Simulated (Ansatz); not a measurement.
# A hypothetical structure for CdPb2, part 2 of 2

Starting from a made-up structure for CdPb2, the aim is the relaxed cell, its shortest contacts and, where a second run follows, its electronic structure.

Ansatz 0.2.0; DFT, PBE, plane-wave PAW, files of the set soft_1, scalar-relativistic, no spin, cell and ions relaxed at zero pressure; PAW set soft_1 (the session's first sound run).

So far: The structure; Relaxing cell and atoms.

## (3) Bands of the relaxed cell

With the geometry fixed, one more self-consistent run, with a narrower smearing and the mesh shown in its input, gives the bands, and its pressure, and its forces where symmetry allows any, show how far the geometry depends on these settings.

This step: DFT, PBE, plane-wave PAW, files of the set soft_1, scalar-relativistic, no spin, bands and density of states at the relaxed cell; PAW set soft_1 (Ansatz 0.2.0).

The input, input.yaml:

```yaml
crystal:
  lattice:
    - [5.5367784296, 0.0, 0.0]
    - [-2.7683892148, 4.7949907751, 0.0]
    - [0.0, 0.0, 6.7081172251]
  atoms:
    - { symbol: Pb, position: [0.0, 0.0, 0.4658971832] }
    - { symbol: Pb, position: [0.0, 0.0, 0.9658971832] }
    - { symbol: Pb, position: [0.6666666667, 0.3333333333, 0.2158723338] }
    - { symbol: Pb, position: [0.3333333333, 0.6666666667, 0.7158723338] }
    - { symbol: Cd, position: [0.6666666667, 0.3333333333, 0.716030483] }
    - { symbol: Cd, position: [0.3333333333, 0.6666666667, 0.216030483] }
kpoints:
  mp_grid: { grid: [6, 6, 6] }
  band_path:
    path:
      - [[0.0, 0.0, 0.0], [0.5, 0.0, 0.0], [0.33333333, 0.33333333, 0.0], [0.0, 0.0, 0.0], [0.0, 0.0, 0.5], [0.5, 0.0, 0.5], [0.33333333, 0.33333333, 0.5], [0.0, 0.0, 0.5]]
      - [[0.5, 0.0, 0.5], [0.5, 0.0, 0.0]]
      - [[0.33333333, 0.33333333, 0.0], [0.33333333, 0.33333333, 0.5]]
    npoints: 8
scf:
  occupations: { method: fermi_dirac, width: 0.03 }
  n_extra_bands: 10
hamiltonian:
  xc: pbe
  pseudopotentials: { kind: paw, azcp: { folder: soft_1 } }
output:
  forces: true
  stress: true
  write_bands: true
  dos: { projected: true }
  write_density: true
  write_potential: true
  elf: true
  volumetric_format: npy
```

Started as:

```console
> ansatz run input.yaml --threads 4 --pin off --max-ram 10240MiB --backend cpu --events-out ev --progress --plain --runs-dir out
```

Numbers of over 12 decimals in the logs are rounded to 6 here.

The log of the run:

```text
[...]
Crystal: 6 atoms, lattice volume = 178.092 Å³
Basis set: ecut = 420 eV, 3515 PW (Γ), exchange–correlation on 80×80×90 points (8 copies of the dense FFT grid, shifted against one another)
Bands: 58, of which v1, the nominal top of the filled ones, is band 48 counted from 1 (47 counted from 0)
Symmetry: 12 space group operations
[...]
k-points: 28 of 216 (time reversal used)
[...]
SCF iter   1: F=—  HF=-64145.864710 eV  |F-HF|=—  |Δ(HF+E_count)|=         —  Δρ=3.85e-2  dr2=4.94e0  ethr=3.10e-3  ⟨swp⟩=8.4  Hψ=6729  notcnv=0  defer=2
[...]
SCF iter   9: F=-64144.043515 eV  HF=-64144.043515 eV  |F-HF|=4.13e-9  |Δ(HF+E_count)|=   1.18e-8  Δρ=2.11e-6  dr2=1.52e-8  ethr=1.04e-10  ⟨swp⟩=15.6  Hψ=11723  notcnv=0
SCF 1 converged in 9 iterations: F = -64144.043515 eV  dr2 = 1.52e-8
[...]
NSCF: frozen V_eff on 75 k-points
SCF converged after 9 iterations
Free energy (F): -64144.043515 eV
[...]
Internal energy: -64144.034506 eV  (E = F + TS)
E sigma→0 (E₀):  -64144.039011 eV
Entropy (-TS):   -0.009009 eV (-1.501 meV/atom)
Fermi energy:    10.830051 eV
[...]
--- Forces (eV/Å), atoms counted from 1 ---
  atom   1  Pb     0.00000000     0.00000000     0.00001227
  atom   2  Pb    -0.00000000    -0.00000000     0.00001227
  atom   3  Pb    -0.00000000     0.00000000     0.00077090
  atom   4  Pb     0.00000000    -0.00000000     0.00077090
  atom   5  Cd     0.00000000     0.00000000    -0.00078319
  atom   6  Cd    -0.00000000    -0.00000000    -0.00078319
  max |Σ_I F_I| component: 3.78e-8 eV/Å
--- Stress (GPa, compression-positive) ---
       -0.484351       0.000000       0.000000
        0.000000      -0.484351      -0.000000
        0.000000       0.000000       1.200645
  P = ⅓ Tr σ = 0.0773 GPa (0.773 kbar)
--- Band table (eV; the first three rows and the last of 28) ---
  k-point 0: bands = [... 44 lower, 9.3265, 9.7683, 9.8397, 9.8397, 10.7371, 10.9932, 11.7703, 11.9996, ... 6 higher]
  k-point 1: bands = [... 44 lower, 9.4257, 9.4528, 9.9217, 9.9217, 10.1220, 11.7305, 11.7522, 11.7522, ... 6 higher]
  k-point 2: bands = [... 44 lower, 9.4593, 9.7088, 9.7088, 10.1188, 10.1188, 11.1270, 11.1270, 11.3371, ... 6 higher]
  k-point 27: bands = [... 44 lower, 10.1128, 10.1128, 10.9898, 10.9898, 12.0953, 12.0953, 12.6272, 12.6272, ... 6 higher]
```

The job ended after 22 s (4 threads of Arm Neoverse V1, shared host; peak memory 0.85 GiB).

The column dr2 measures how far the density is from self-consistency, as an energy; F and HF (Harris–Foulkes) agree once it is small.

Numbers from this step:

```yaml
free_energy: -64144.0435 eV
energy_at_zero_smearing: -64144.0390 eV
smearing_term_ts: 0.009009 eV
fermi_energy: 10.83 eV
pressure: 0.07731 GPa
```

bands.tsv at the labelled points (eV, zero at the Fermi level; the bands that come nearest the Fermi level along the path):

| point | band 45 | band 46 | band 47 | band 48 | band 49 | band 50 | band 51 | band 52 |
| --- | --- | --- | --- | --- | --- | --- | --- | --- |
| Γ | -1.50 | -1.06 | -0.99 | -0.99 | -0.09 | 0.16 | 0.94 | 1.17 |
| M | -3.07 | -2.70 | -1.55 | -0.37 | -0.04 | 0.98 | 2.27 | 2.45 |
| K | -3.34 | -2.04 | -2.04 | -0.31 | 0.60 | 0.60 | 2.51 | 3.37 |
| Γ | -1.50 | -1.06 | -0.99 | -0.99 | -0.09 | 0.16 | 0.94 | 1.17 |
| A | -0.75 | -0.75 | -0.75 | -0.75 | -0.23 | -0.23 | 0.11 | 0.11 |
| L | -2.27 | -2.27 | 0.03 | 0.03 | 1.19 | 1.19 | 2.80 | 2.80 |
| H | -0.72 | -0.72 | 0.16 | 0.16 | 1.27 | 1.27 | 1.80 | 1.80 |
| A | -0.75 | -0.75 | -0.75 | -0.75 | -0.23 | -0.23 | 0.11 | 0.11 |
| L | -2.27 | -2.27 | 0.03 | 0.03 | 1.19 | 1.19 | 2.80 | 2.80 |
| M | -3.07 | -2.70 | -1.55 | -0.37 | -0.04 | 0.98 | 2.27 | 2.45 |
| K | -3.34 | -2.04 | -2.04 | -0.31 | 0.60 | 0.60 | 2.51 | 3.37 |
| H | -0.72 | -0.72 | 0.16 | 0.16 | 1.27 | 1.27 | 1.80 | 1.80 |

Counts of states for the cell as run, both spins, by energy window (eV from the Fermi level):

```csv
from,to,total
-8,-7,3.98
-7,-6,0.36
-6,-5,0.00
-5,-4,1.40
-4,-3,1.94
-3,-2,2.36
-2,-1,3.50
-1,0,2.91
0,1,3.08
1,2,3.44
2,3,4.02
```

A further 79.7 states lie below the table's range.

Valence density in the ac plane at fractional y = 0.333, with atoms of Pb and Cd within 0.2 Å of it. It is the smooth field of the valence electrons, not physical close to the nuclei.

Values in e/Å³, 18 rows by 15 columns, each cell a mean:
```
 0  0  0  0  0  0  0  0  0  0  0  0  0  0  0
 0  0  0  0  0  0  0  0  0  0  0  0  0  0  0
 0  0  0  0  0  0  0  0  0  1  1  1  0  0  0
 0  0  0  0  0  0  0  0  2  7  9  4  1  0  0
 0  0  0  0  0  0  0  1  5 16 20 10  2  0  0
 0  0  0  0  0  0  0  1  4 14 17  9  2  0  0
 0  0  0  0  0  0  0  0  1  4  5  3  1  0  0
 0  0  0  0  0  0  0  0  0  1  1  0  0  0  0
 0  0  0  0  0  0  0  0  0  0  0  0  0  0  0
 0  0  0  0  0  0  0  0  0  0  0  0  0  0  0
 0  0  0  0  0  0  0  0  0  0  0  0  0  0  0
 0  0  0  0  0  0  0  0  1  1  1  1  0  0  0
 0  0  0  0  0  0  0  0  2  3  4  3  1  0  0
 0  0  0  0  0  0  0  1  3  6  7  4  2  0  0
 0  0  0  0  0  0  0  1  2  5  6  4  1  0  0
 0  0  0  0  0  0  0  0  1  3  3  2  1  0  0
 0  0  0  0  0  0  0  0  0  1  1  1  0  0  0
 0  0  0  0  0  0  0  0  0  0  0  0  0  0  0
```
Columns run along a (5.5 Å), rows up along c (6.7 Å). Atoms in or near the plane, at fractional coordinates: Pb at (0.67, 0.22), Cd at (0.67, 0.72).

ELF in the ac plane at fractional y = 0.333, with atoms of Pb and Cd within 0.2 Å of it. It is the smooth field of the valence electrons, not physical close to the nuclei.

Ten even steps from '0' (0.02) to '9' (0.87), each cell a mean:
```
122221112222211
122211112222211
122211122332221
222222223554222
222222224896322
222222224795322
222222223443222
112211122222221
122211112222211
122221112222211
122211123333321
111111234444332
211112344213432
221122343001443
211122343002433
211112344334432
111111234444321
122211123333211
```
Columns run along a (5.5 Å), rows up along c (6.7 Å). Atoms in or near the plane, at fractional coordinates: Pb at (0.67, 0.22), Cd at (0.67, 0.72).

Electrostatic potential energy in the ac plane at fractional y = 0.333, with atoms of Pb and Cd within 0.2 Å of it. With pseudopotentials it is smooth inside the atoms' cores, unlike the true potential.

Ten even steps from '0' (-29 eV) to '9' (13 eV), each cell a mean:
```
999999999999999
999999999889999
999999997556899
999999984223689
999999973102489
999999973112589
999999985334699
999999998667899
999999999999999
999999999999999
999999999888999
999999986324799
999999971000489
999999950010279
999999950000279
999999973001589
999999997546899
999999999889999
```
Columns run along a (5.5 Å; values clipped at the 3rd and 97th percentile), rows up along c (6.7 Å). Atoms in or near the plane, at fractional coordinates: Pb at (0.67, 0.22), Cd at (0.67, 0.72).

## (4) Summary of results

* space group, relaxed: P6_3/mmc
* conventional cell: a = 5.537, b = 5.537, c = 6.708 Å; α = 90.0°, β = 90.0°, γ = 120.0°
* volume per atom: 29.68 Å³ (guess 29.35)

In words: CdPb2 relaxes to P6_3/mmc with a = 5.537, b = 5.537 and c = 6.708 Å. The guessed volume was near the relaxed one. The symmetry rose from P6_3mc to P6_3/mmc, so the distortion of the structure type doesn't survive with these elements. Bands cross the Fermi level, so it is a metal or semimetal at this level. On the 6×6×6 mesh with the narrower smearing (relaxed on 7×7×3) the largest force component is 0.001 eV/Å and the largest stress component is 1.201 GPa, against the relaxation's thresholds of 0.015 eV/Å and 0.05 GPa. The cutoff wasn't tested. A vector of the cell changed its length by 39 %, so the starting arrangement is largely lost and the mesh was laid for another shape. Spin-orbit coupling is left out, which can matter for elements this heavy. No dispersion term is used, so weakly bound directions may come out too long. Nothing here tests whether the compound is stable against decomposition.

[Logs are printed without paths, hosts, clocks, repeated set-up lines and the standing remarks that a program may print on its own settings, such as how far it seeks lower states.]

[Hosts, paths, dates, database ids (printed as entryN), source tags and the programs' standing remarks are cut or masked in the printed files.]
